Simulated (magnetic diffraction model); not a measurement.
# Which magnetic order? ErGa2Fe2

Space group P4/nmm (no. 129, origin choice 1), a = 4.2570 Å, c = 9.7790 Å.

```csv
site,atom,x,y,z
2c,Er,1/2,0,0.7529
2c,Ga,1/2,0,0.1214
2b,Ga,1/2,1/2,1/2
2c,Fe,1/2,0,0.3686
2a,Fe,1/2,1/2,0
```

The compound is invented for this exercise: a known structure type with other elements, its cell scaled to their sizes and not relaxed.

Only Er is taken to order (form factors of Er3+); orders and moment sizes are assumed, and not adapted to the symmetry. Radiation: neutrons of λ = 2.52 Å, 5° to 100°; isotropic B of 0.22 Å² (Er), 0.26 Å² (Ga) and 0.32 Å² (Fe). Simulated constant-wavelength pattern: nuclear and magnetic terms add, the magnetic one as |2.695 fm × Σ f S⊥ exp(2πi Q·r) exp(−B s²)|², summed over all Q at one angle with the factor 1/(sin²θ cos θ). For collinear order S is the moment m, which repeats by lattice and centring translations R with the sign exp(−2πi k·R). Free-ion form factors, Sears's scattering lengths of 1992, no absorption; a label names one of the reflections at its angle. The strongest nuclear line in the range is 100, and lines under 0.2 are left out.

Above the ordering temperature:

| 2θ (°) | index | I |
| --- | --- | --- |
| 14.81 | (0 0 1) | 0.7 |
| 29.87 | (0 0 2) | 9.6 |
| 37.67 | (1 0 1) | 6.0 |
| 45.48 | (0 0 3) | 1.2 |
| 46.21 | (1 0 2) | 1.4 |
| 49.49 | (1 1 0) | 6.4 |
| 51.95 | (1 1 1) | 1.9 |
| 58.27 | (1 0 3) | 59.1 |
| 58.88 | (1 1 2) | 99.2 |
| 62.05 | (0 0 4) | 2.3 |
| 72.59 | (2 0 0) | 100.0 |
| 72.93 | (1 0 4) | 0.9 |
| 80.42 | (2 0 2) | 7.5 |
| 83.20 | (1 1 4) | 64.9 |
| 84.79 | (2 1 1) | 3.4 |
| 89.98 | (2 0 3) | 1.7 |
| 90.30 | (1 0 5) | 37.7 |
| 90.51 | (2 1 2) | 1.1 |

Below it (cell unchanged):

```tsv
2θ (°)	I
14.81	0.7
29.87	39.5
37.67	49.1
45.48	1.2
46.21	1.4
49.49	17.0
51.95	1.9
58.27	83.7
58.88	118.0
62.05	8.9
72.59	104.9
72.93	1.0
80.42	16.7
83.20	76.9
84.79	18.5
89.98	1.8
90.30	49.5
90.51	1.1
```

**Question.** Find the propagation vector, then choose among these models:
A. collinear moments along [100], 5.8 μB on Er; signs + at (1/2, 0, 0.7529), + at (0, 1/2, 0.2471)
B. collinear moments along [100], 5.8 μB on Er; signs + at (1/2, 0, 0.7529), − at (0, 1/2, 0.2471)
C. collinear moments along [111], 5.8 μB on Er; signs + at (1/2, 0, 0.7529), + at (0, 1/2, 0.2471)
D. collinear moments along [111], 5.8 μB on Er; signs + at (1/2, 0, 0.7529), − at (0, 1/2, 0.2471)

No line moves, and magnetic intensity falls on nuclear lines such as the one at 37.67°, so the magnetic cell equals the chemical primitive cell: k = 0.

Magnetic intensity, observed (below minus above) and for each model:

| 2θ (°) | index | observed | A | B | C | D |
| --- | --- | --- | --- | --- | --- | --- |
| 14.81 | (0 0 1) | <0.2 | <0.2 | 124.2 | <0.2 | 34.1 |
| 29.87 | (0 0 2) | 29.9 | 29.9 | <0.2 | 8.2 | <0.2 |
| 34.43 | (1 0 0) | <0.2 | <0.2 | 22.4 | <0.2 | 38.6 |
| 37.67 | (1 0 1) | 43.1 | 43.1 | <0.2 | 57.2 | <0.2 |
| 46.21 | (1 0 2) | <0.2 | <0.2 | 34.8 | <0.2 | 29.6 |
| 51.95 | (1 1 1) | <0.2 | <0.2 | 20.8 | <0.2 | 31.1 |
| 58.27 | (1 0 3) | 24.6 | 24.6 | 0.1 | 14.8 | <0.2 |
| 84.79 | (2 1 1) | 15.1 | 15.1 | <0.2 | 24.5 | <0.2 |

Model A matches.

The absence at (0 0 1) is telling: the sublattices cancel there.

The structure used: k = (0 0 0), collinear moments along [100], 5.8 μB on Er; signs + at (1/2, 0, 0.7529), + at (0, 1/2, 0.2471).

[Logs are printed without paths, hosts, clocks, repeated set-up lines and the standing remarks that a program may print on its own settings, such as how far it seeks lower states.]
